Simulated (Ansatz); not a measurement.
# F-GaN-H chair monolayer in a perpendicular field, part 2 of 2

What dipole does a perpendicular field induce in the F-GaN-H chair monolayer, and does the gap follow? A positive field points along +c.

Ansatz 0.2.0; plane-wave DFT, PBE-D3(BJ), Ansatz PAW (set soft_1); PAW set soft_1.

So far, gap on the k-mesh (eV): step 2 (relaxation) 2.35.

**3. Single point, field 0**

A sawtooth potential applies the field, turning back in the middle of the vacuum. With the dipole correction the typed value is the field outside the slab. The induced dipole is small, so the SCF threshold is tight.

The cell differs from the one that the last finished run ended in (c 37.953 → 21.428 Å).

Contents of input.yaml:

```yaml
crystal:
  lattice:
    - [3.2480872887, 0.0, 0.0]
    - [-1.6240436444, 2.8129261057, 0.0]
    - [0.0, 0.0, 21.4276311444]
  atoms:
    - { symbol: H, position: [0.6666666667, 0.3333333333, 0.4200184304] }
    - { symbol: "N", position: [0.6666666667, 0.3333333333, 0.467894496] }
    - { symbol: Ga, position: [0.3333333333, 0.6666666667, 0.499164089] }
    - { symbol: F, position: [0.3333333333, 0.6666666667, 0.5799815696] }
kpoints:
  mp_grid: { grid: [18, 18, 1] }
  band_path:
    path: [[0, 0, 0], [0.5, 0, 0], [0.33333333, 0.33333333, 0], [0, 0, 0]]
    npoints: 16
hamiltonian:
  xc: pbe
  dispersion: d3bj
  pseudopotentials: { kind: paw, azcp: { folder: soft_1 } }
scf:
  occupations: { method: fermi_dirac, width: 0.02585 }
  convergence: { dr2_threshold: 1.0e-10 }
efield:
  axis: 3
  dipole_correction: true
  ramp_position: 0.97
  ramp_width: 0.06
  amplitude: 0
output:
  dos: { projected: true, e_range: [-6, 5] }
  write_potential: true
  write_density: true
  volumetric_format: npy
  elf: true
```

Started as:

```bash
> ansatz run input.yaml --threads 2 --pin off --max-ram 3072MiB --backend cpu --events-out ev --progress --plain --runs-dir out
```

Numbers of over 12 decimals in the logs are rounded to 6 here.

The log of the run:

```text
[...]
Crystal: 4 atoms, lattice volume = 195.776 Å³
Basis set: ecut = 420 eV, 3875 PW (Γ)
Bands: 17, of which v1, the nominal top of the filled ones, is band 13 counted from 1 (12 counted from 0)
Symmetry: 6 space group operations
[...]
k-points: 37 of 324 (time reversal used)
[...]
SCF iter   1: F=—  HF=-4996.007427 eV  |F-HF|=—  |Δ(HF+E_count)|=         —  Δρ=6.94e-2  dr2=1.06e1  ethr=3.10e-3  p=0.000 e·Å  D=5.81e-8 V/Å  ΔV_dip=-0.00 eV  dr2_dipole=3.54e-1  V_vac-E_F(+/−)=8.35/8.35 eV  ⟨swp⟩=7.1  Hψ=3775  notcnv=0
efield: sawtooth ramp at fractional position 0.9700 (set: `efield.ramp_position`, or a place that a band, a saddle search or an elastic batch's reference lends), width 0.0600; the density the first Hamiltonian is built on has a dipole p = 0.000 e·Å; the dipole correction subtracts the counter field D = 5.81e-8 V/Å, which shifts the + side's vacuum level by -0.00 eV against the − side's; the planar-averaged density in the ramp window peaks in size at 4.9e-6 e/Å³
[...]
SCF iter   2: F=—  HF=-4993.625733 eV  |F-HF|=—  |Δ(HF+E_count)|=    2.38e0  Δρ=5.17e-2  dr2=3.69e0  ethr=3.10e-3  p=-0.437 e·Å  D=-4.04e-1 V/Å  ΔV_dip=8.66 eV  dr2_dipole=1.82e-1  V_vac-E_F(+/−)=10.23/1.57 eV  ⟨swp⟩=5.5  Hψ=2128  notcnv=0
[...]
SCF iter  13: F=-4992.730769 eV  HF=-4992.730769 eV  |F-HF|=3.27e-11  |Δ(HF+E_count)|=  1.64e-11  Δρ=1.57e-7  dr2=4.89e-11  ethr=1.00e-12  p=-0.367 e·Å  D=-3.39e-1 V/Å  ΔV_dip=7.26 eV  dr2_dipole=3.79e-17  V_vac-E_F(+/−)=9.79/2.52 eV  ⟨swp⟩=4.9  Hψ=2451  notcnv=0
SCF 1 converged in 13 iterations: F = -4992.730769 eV  dr2 = 4.89e-11
[...]
NSCF: frozen V_eff on 49 k-points
efield: sawtooth ramp at fractional position 0.9700 (kept from the solve that this one continues, or follows in the run), width 0.0600; the density the first Hamiltonian is built on has a dipole p = -0.367 e·Å; the dipole correction subtracts the counter field D = -3.39e-1 V/Å, which shifts the + side's vacuum level by +7.26 eV against the − side's; the planar-averaged density in the ramp window peaks in size at 5.4e-6 e/Å³
WARN: The output density's exchange-correlation potential varies sharply where the density is thin. Do not read a vacuum level from v_tot or v_xc, or from such a field of the output density. On a cell that repeats whose density bears no net charge and no dipole along the vacuum's axis use v_es (v_loc + v_h of the components); under efield.dipole_correction with no amplitude use v_es + v_field, which holds any externa [...]
SCF converged after 13 iterations
Free energy (F): -4992.730769 eV
[...]
Internal energy: -4992.730769 eV  (E = F + TS)
E sigma→0 (E₀):  -4992.730769 eV
Fermi energy:    -3.714978 eV
Dipole field:    D = -0.338910 V/Å  (p = -0.366676 e·Å, saw-weighted, corrected)
Work function:   Φ+ = 9.7867 eV   Φ− = 2.5248 eV
Levels:          The Fermi level and band energies are counted from a zero that moves with the ramp; work functions are not
[...]
--- Band table (eV; the first three rows and the last of 37) ---
  k-point 0: bands = [... 9 lower, -5.5802, -5.5802, -4.9235, -4.9235, -2.5735, -1.0540, -0.2278, 1.2943]
  k-point 1: bands = [... 9 lower, -5.7294, -5.6190, -5.0098, -4.9307, -2.4403, -0.9580, -0.1504, 1.3504]
  k-point 2: bands = [... 9 lower, -6.1179, -5.7292, -5.1667, -4.9503, -2.1373, -0.6958, 0.0785, 1.5129]
  k-point 36: bands = [... 9 lower, -8.5954, -6.6530, -5.6698, -5.6087, 2.7340, 3.0111, 3.0219, 3.1412]
```

Run time: 13 s. Hardware: 2 threads of Arm Neoverse V1, shared host; peak memory 0.47 GiB; 26 s of CPU time.

The column dr2 measures how far the density is from self-consistency, as an energy; F and HF (Harris–Foulkes) agree once it is small.

This step gave:

```yaml
gap_on_the_k_mesh: 2.350 eV
dipole_along_the_normal: -0.3667 e·Å
gap_along_the_path: 2.350 eV
smallest_direct_gap_along_the_path: 2.350 eV
step_between_the_vacuum_levels: 7.262 eV
ionisation_energy_upper_face: 11.00 eV
electron_affinity_upper_face: 8.645 eV
ionisation_energy_lower_face: 3.733 eV
gap_the_smaller_of_path_and_mesh: 2.350 eV
```

Running mean over a fixed 2.5 Å (it still follows the layers) of the planar mean; the ramp of the sawtooth is left out. The electron's electrostatic potential energy less the Fermi level by z:

| z (Å) | electron's electrostatic potential energy less the Fermi level (eV) |
| --- | --- |
| 2.98 | 2.52 |
| 3.42 | 2.52 |
| 3.87 | 2.52 |
| 4.17 | 2.52 |
| 4.61 | 2.52 |
| 5.06 | 2.52 |
| 5.51 | 2.52 |
| 5.95 | 2.52 |
| 6.25 | 2.52 |
| 6.70 | 2.51 |
| 7.14 | 2.47 |
| 7.59 | 2.26 |
| 8.04 | 1.86 |
| 8.48 | 1.12 |
| 8.78 | -0.0220 |
| 9.23 | -1.47 |
| 9.67 | -1.74 |
| 10.12 | -2.01 |
| 10.56 | -1.74 |
| 10.86 | -1.39 |
| 11.31 | -0.0592 |
| 11.76 | 1.78 |
| 12.20 | 3.25 |
| 12.65 | 4.98 |
| 12.95 | 6.00 |
| 13.39 | 7.26 |
| 13.84 | 8.73 |
| 14.29 | 9.63 |
| 14.73 | 9.76 |
| 15.18 | 9.78 |
| 15.48 | 9.79 |
| 15.92 | 9.79 |
| 16.37 | 9.79 |
| 16.81 | 9.79 |
| 17.26 | 9.79 |
| 17.56 | 9.79 |
| 18.01 | 9.79 |
| 18.45 | 9.79 |

The density of states has structure finer than the step of the table below, so its rows give means over 0.25 eV, whole bins alone (the curve runs from -6 to 3.13 eV). Peaks (eV: height): -2.940: 28.7, -2.030: 9.03, -1.420: 8.61.

The density of states by energy, zero at the Fermi level of the run, which the smearing sets inside the gap; means over each step:

energy (eV), density of states (states/eV a cell) and a bar:
```
    -5.75        1.1 ####
    -5.50        0.7 ###
    -5.25        0.6 ##
    -5.00        0.5 ##
    -4.75        0.7 ###
    -4.50        0.7 ###
    -4.25        0.8 ###
    -4.00        0.8 ###
    -3.75        0.9 ####
    -3.50        1.1 ####
    -3.25        1.6 ######
    -3.00        7.6 ##############################
    -2.75        2.8 ###########
    -2.50        1.1 ####
    -2.25        2.5 ##########
    -2.00        4.8 ###################
    -1.75        2.7 ###########
    -1.50        5.0 ####################
    -1.25        2.6 ##########
    -1.00        0.0 
    -0.75        0.0 
    -0.50        0.0 
    -0.25        0.0 
     0.00        0.0 
     0.25        0.0 
     0.50        0.0 
     0.75        0.0 
     1.00        0.0 
     1.25        0.1 #
     1.50        0.2 #
     1.75        0.3 #
     2.00        0.3 #
     2.25        0.4 #
     2.50        0.4 ##
     2.75        0.6 ##
     3.00        0.7 ###
```

Projected DOS per atom over height of the atomic layer and energy from the Fermi level. Layers: H N Ga F from below.

Ten even steps from '0' (0.00 states/eV) to '9' (3.35 states/eV), each cell a mean:
```
0000
0000
0000
0000
0000
0000
0000
0000
0000
0000
0105
0009
0109
0201
0419
0201
0100
0100
0100
0100
0100
0200
```
Columns: height of the atomic layer (Å) from 9 to 12.4 (not evenly spaced); rows upwards: energy from the Fermi level (eV) from -5.96 to 3.13.

The electronic bands at the labelled points (eV, zero at the Fermi level of the run, which the smearing sets inside the gap):

| point | band 10 | band 11 | band 12 | band 13 | band 14 | band 15 | band 16 | band 17 |
| --- | --- | --- | --- | --- | --- | --- | --- | --- |
| Γ | -1.87 | -1.87 | -1.21 | -1.21 | 1.14 | 2.66 | 3.49 | 5.01 |
| halfway | -2.89 | -2.47 | -1.85 | -1.31 | 2.59 | 4.08 | 4.76 | 5.97 |
| M | -3.02 | -3.01 | -2.26 | -1.41 | 4.36 | 5.36 | 6.17 | 6.98 |
| halfway | -3.97 | -2.94 | -2.14 | -1.61 | 5.30 | 5.72 | 6.56 | 7.20 |
| K | -4.88 | -2.94 | -1.95 | -1.89 | 6.45 | 6.73 | 6.74 | 6.86 |
| halfway | -3.12 | -2.79 | -1.84 | -1.45 | 2.99 | 4.53 | 5.19 | 6.24 |
| Γ | -1.87 | -1.87 | -1.21 | -1.21 | 1.14 | 2.66 | 3.49 | 5.01 |

The electronic bands as a text plot (rows in eV, shown from -7.5 to 5.0 only):

```
    4.7 |+       ++++++++      +++             +   ++++++       +
    4.2 |      ++  ++    ++++++                 +     +  +++
    3.7 |++++++ +++     +                        ++    +++  +++++
    3.2 |    +++     +++                           +++    +++
    2.7 |++++      ++                                 +      ++++
    2.1 |       +++                                    +++
    1.6 |   ++++                                          +++
    1.1 |+++                                                 ++++
    0.6 |
    0.1 |
   -0.5 |
   -1.0 |****                                                ****
   -1.5 | ****************************       *******************
   -2.0 |**********************************************   *******
   -2.5 |    *** *******                            *********
   -3.1 |****** ***************************************** *******
   -3.6 |      **               ***              ***     *
   -4.1 |        **                **          **     ***
   -4.6 |          **                **********     **
   -5.1 |            *                           ***
   -5.7 |             ****                  *****
   -6.2 |                 ******************
   -6.7 |               ***************     *******
   -7.2 |***************                           **************
         Γ                   M           K                      Γ
```

Valence density in the ca plane at fractional y = 0.333, with atoms of H and N within 0.2 Å of it. It is the smooth field of the valence electrons, not physical close to the nuclei.

Values in e/Å³, 5 rows by 16 columns, each cell a mean:
```
0.0 0.0 0.0 0.0 0.0 0.0 0.2 1.0 0.8 0.1 0.0 0.0 0.0 0.0 0.0 0.0
0.0 0.0 0.0 0.0 0.0 0.0 0.6 2.6 1.6 0.1 0.0 0.0 0.0 0.0 0.0 0.0
0.0 0.0 0.0 0.0 0.0 0.0 0.2 1.0 0.8 0.1 0.0 0.0 0.0 0.0 0.0 0.0
0.0 0.0 0.0 0.0 0.0 0.0 0.0 0.2 0.3 0.2 0.2 0.0 0.0 0.0 0.0 0.0
0.0 0.0 0.0 0.0 0.0 0.0 0.0 0.2 0.3 0.2 0.2 0.0 0.0 0.0 0.0 0.0
```
Columns run along c (16.0 Å, from fractional 0.11 to 0.86 of the cell), rows up along a (3.2 Å). Atoms in or near the plane, at fractional coordinates: H at (0.42, 0.67), N at (0.47, 0.67).

Electrostatic potential energy in the ca plane at fractional y = 0.333, with atoms of H and N within 0.2 Å of it. With pseudopotentials it is smooth inside the atoms' cores, unlike the true potential.

Ten even steps from '0' (-26 eV) to '9' (5 eV), each cell a mean:
```
88888888888888777655678899999999999999999999
88888888888887633000578999999999999999999999
88888888888887300000488999999999999999999999
88888888888887644101678899999999999999999999
88888888888888777656678899999999999999999999
88888888888888888765457899999999999999999999
88888888888888888764457899999999999999999999
88888888888888888765567899999999999999999999
```
Columns run along c (16.0 Å, from fractional 0.17 to 0.91 of the cell; values clipped at the 3rd and 97th percentile), rows up along a (3.2 Å). Atoms in or near the plane, at fractional coordinates: H at (0.42, 0.67), N at (0.47, 0.67).

ELF in the ca plane at fractional y = 0.333, with atoms of H and N within 0.2 Å of it. It is the smooth field of the valence electrons, not physical close to the nuclei.

Values, 5 rows by 16 columns, each cell a mean:
```
0.00 0.00 0.00 0.00 0.00 0.13 0.61 0.69 0.61 0.08 0.10 0.02 0.00 0.00 0.00 0.00
0.00 0.00 0.00 0.00 0.01 0.30 0.95 0.62 0.59 0.07 0.00 0.00 0.00 0.00 0.00 0.00
0.00 0.00 0.00 0.00 0.00 0.14 0.64 0.69 0.61 0.08 0.11 0.02 0.00 0.00 0.00 0.00
0.00 0.00 0.00 0.00 0.00 0.01 0.07 0.25 0.24 0.22 0.47 0.10 0.00 0.00 0.00 0.00
0.00 0.00 0.00 0.00 0.00 0.01 0.05 0.23 0.22 0.23 0.48 0.10 0.00 0.00 0.00 0.00
```
Columns run along c (16.0 Å, from fractional 0.11 to 0.86 of the cell), rows up along a (3.2 Å). Atoms in or near the plane, at fractional coordinates: H at (0.42, 0.67), N at (0.47, 0.67).

The gap is 2.35 eV, with the valence edge 11.00 eV and the conduction edge 8.65 eV under the upper vacuum level.

**4. Atoms held, field 0.1 V/Å**

input.yaml: that of step 3 with these lines changed.

```diff
@@ -25,7 +25,6 @@
   dipole_correction: true
-  ramp_position: 0.97
-  ramp_width: 0.06
-  amplitude: 0
+  ramp_position: 0.9193
+  ramp_width: 0.1736
+  amplitude: 0.1
 output:
-  dos: { projected: true, e_range: [-6, 5] }
   write_potential: true
@@ -33,2 +32 @@
   volumetric_format: npy
-  elf: true
```

The log of the run:

```text
[...]
Crystal: 4 atoms, lattice volume = 195.776 Å³
Basis set: ecut = 420 eV, 3875 PW (Γ)
Bands: 17, of which v1, the nominal top of the filled ones, is band 13 counted from 1 (12 counted from 0)
Symmetry: 6 space group operations
[...]
k-points: 37 of 324 (time reversal used)
[...]
--- Band table (eV; the first three rows and the last of 37) ---
  k-point 0: bands = [... 9 lower, -5.6387, -5.6387, -4.9597, -4.9597, -2.7447, -1.3852, -0.4327, 1.2665]
  k-point 1: bands = [... 9 lower, -5.7923, -5.6784, -5.0408, -4.9660, -2.6194, -1.2892, -0.3467, 1.3222]
  k-point 2: bands = [... 9 lower, -6.1803, -5.7906, -5.1913, -4.9834, -2.3342, -1.0299, -0.0960, 1.4831]
  k-point 36: bands = [... 9 lower, -8.6654, -6.6805, -5.6896, -5.6311, 2.5701, 2.8786, 2.9006, 3.0723]
[key lines of the parts left out:]
SCF converged after 12 iterations
Free energy (F): -4992.694955 eV
Fermi energy:    -3.817578 eV
Dipole field:    D = -0.323121 V/Å  (p = -0.349594 e·Å, saw-weighted, corrected)
```

Run time: 12 s. Hardware: 2 threads; peak memory 0.44 GiB.

The dipole is -0.350 e·Å, 0.0171 e·Å from its value without field, and the gap 2.215 eV.

**5. Atoms held, field -0.1 V/Å**

input.yaml: that of step 4 with these lines changed.

```diff
@@ -27,3 +27,3 @@
   ramp_width: 0.1736
-  amplitude: 0.1
+  amplitude: -0.1
 output:
```

The log of the run:

```text
[...]
Crystal: 4 atoms, lattice volume = 195.776 Å³
Basis set: ecut = 420 eV, 3875 PW (Γ)
Bands: 17, of which v1, the nominal top of the filled ones, is band 13 counted from 1 (12 counted from 0)
Symmetry: 6 space group operations
[...]
k-points: 37 of 324 (time reversal used)
[...]
--- Band table (eV; the first three rows and the last of 37) ---
  k-point 0: bands = [... 9 lower, -5.6133, -5.6133, -4.9746, -4.9746, -2.5049, -0.7951, 0.2838, 1.9309]
  k-point 1: bands = [... 9 lower, -5.7573, -5.6511, -5.0669, -4.9829, -2.3648, -0.6942, 0.3492, 1.9847]
  k-point 2: bands = [... 9 lower, -6.1445, -5.7588, -5.2313, -5.0051, -2.0456, -0.4132, 0.5413, 2.1357]
  k-point 36: bands = [... 9 lower, -8.6147, -6.7151, -5.7398, -5.6760, 2.8048, 3.0236, 3.0565, 3.1354]
[key lines of the parts left out:]
SCF converged after 13 iterations
Free energy (F): -4992.768286 eV
Fermi energy:    -3.707553 eV
Dipole field:    D = -0.354598 V/Å  (p = -0.383649 e·Å, saw-weighted, corrected)
```

Run time: 13 s. Hardware: 2 threads; peak memory 0.44 GiB.

The dipole is -0.384 e·Å, -0.0170 e·Å from its value without field, and the gap 2.470 eV.

**6. Response, atoms held**

This step: plane-wave DFT, PBE-D3(BJ), Ansatz PAW (set soft_1); response to a field along the normal, atoms held; PAW set soft_1 (Ansatz 0.2.0).

The dipoles give the slope, and the difference of two potentials shows where the field is screened.

Numbers from this step:

- equivalent conductor thickness p/(ε₀AE): 3.372 Å
- distance between the outer atoms: 3.428 Å

Table of dipole of the cell by applied field:

| applied field (V/Å) | dipole of the cell (e·Å) |
| --- | --- |
| -0.1000 | -0.384 |
| 0.0000 | -0.367 |
| 0.1000 | -0.350 |

Local field over the applied field, running mean. From the potentials at -0.1 and 0.1 V/Å; running mean over 2.5 Å. Local field over applied field against z:

| z (Å) | local field over applied field |
| --- | --- |
| 4.5 | 1.000 |
| 5.0 | 0.999 |
| 5.5 | 0.998 |
| 6.0 | 0.994 |
| 6.5 | 0.985 |
| 7.0 | 0.959 |
| 7.5 | 0.896 |
| 8.0 | 0.776 |
| 8.5 | 0.622 |
| 9.0 | 0.459 |
| 9.5 | 0.313 |
| 10.0 | 0.244 |
| 10.5 | 0.238 |
| 11.0 | 0.255 |
| 11.5 | 0.307 |
| 12.0 | 0.409 |
| 12.5 | 0.519 |
| 13.0 | 0.641 |
| 13.5 | 0.780 |
| 14.0 | 0.900 |
| 14.5 | 0.970 |
| 15.0 | 0.993 |
| 15.5 | 0.998 |
| 16.0 | 1.000 |
| 16.5 | 1.000 |
| 17.0 | 1.000 |

The induced electron density oscillates, so the rows of the table below give means over windows of 0.5 Å about each position, cut where the curve ends. Its maxima inside the range that stand out by 2 % of the span (Å: e/Å³ per V/Å): 8.78: 0.00362, 9.97: 0.00170, 11.61: 0.00164, 12.50: -9.0e-4. Its minima: 9.67: 1.2e-4, 10.86: -0.00287, 12.20: -0.00187, 12.95: -0.00384.

Electrons, planar mean, per unit field. Induced electron density against z; means over each step:

z (Å), induced electron density (e/Å³ per V/Å) and a bar from the least value:
```
      4.5    0.00000 ################
      5.0    0.00000 ################
      5.5    0.00001 ################
      6.0    0.00003 ################
      6.5    0.00007 ################
      7.0    0.00020 #################
      7.5    0.00053 ##################
      8.0    0.00136 ######################
      8.5    0.00282 #############################
      9.0    0.00313 ##############################
      9.5    0.00089 ####################
     10.0    0.00105 #####################
     10.5   -0.00161 ########
     11.0   -0.00185 #######
     11.5    0.00109 #####################
     12.0   -0.00036 ##############
     12.5   -0.00172 ########
     13.0   -0.00343 
     13.5   -0.00161 ########
     14.0   -0.00045 ##############
     14.5   -0.00011 ###############
     15.0   -0.00002 ################
     15.5    0.00000 ################
     16.0    0.00000 ################
     16.5    0.00000 ################
```

The smaller of the gaps on the path and on the k-mesh, counted as 0 under 0.03 eV. Table of gap by applied field:

| applied field (V/Å) | gap (eV) |
| --- | --- |
| -0.1000 | 2.47 |
| 0.0000 | 2.35 |
| 0.1000 | 2.21 |

By hand: between -0.1 and 0.1 V/Å the dipole changes by 0.03406 e·Å, a slope of 0.1703 e·Å²/V. A perfect conductor of thickness t has p = ε₀AEt, so t = 180.95 × 0.1703 / 9.137 = 3.37 Å (e/ε₀ = 180.95 V·Å, A in Å²).

The induced dipole is that of a conductor 3.37 Å thick.

**7. Outcome**

```yaml
gap_without_field: 2.35 eV
ionisation_energy_upper_face: 11.0 eV
electron_affinity_upper_face: 8.65 eV
step_between_the_vacuum_levels: 7.26 eV
equivalent_conductor_thickness_atoms_held: 3.37 Å
```

In words: The induced dipole equals that of a perfect conductor 3.37 Å thick, while the outer atoms lie 3.43 Å apart; an out-of-plane ε follows only once a thickness t is chosen, by 1 − 1/ε = 3.37 Å / t. The two faces differ: the vacuum level above lies 7.26 eV higher than the one below. The gap goes from 2.35 eV to 2.47 eV at -0.1 V/Å. With the field reversed the gap is 2.22 eV at 0.1 V/Å. Semilocal functionals give gaps that are too small, and excitons are not included. Spin-orbit coupling is left out.

[Logs are printed without paths, hosts, clocks, repeated set-up lines and the standing remarks that a program may print on its own settings, such as how far it seeks lower states.]

[Hosts, paths, dates, database ids (printed as entryN), source tags and the programs' standing remarks are cut or masked in the printed files.]

[Maps of the electrostatic potential energy from Ansatz leave out the sawtooth potential of an applied field or a dipole correction, so their vacuum need not be flat; planar profiles and work functions include it.]

[The density of states shown here was stored with 400 of the rows of the run's finer table, so its peaks can read low, often by over a quarter, or be missed, and its means over a window can be off by a tenth or more.]
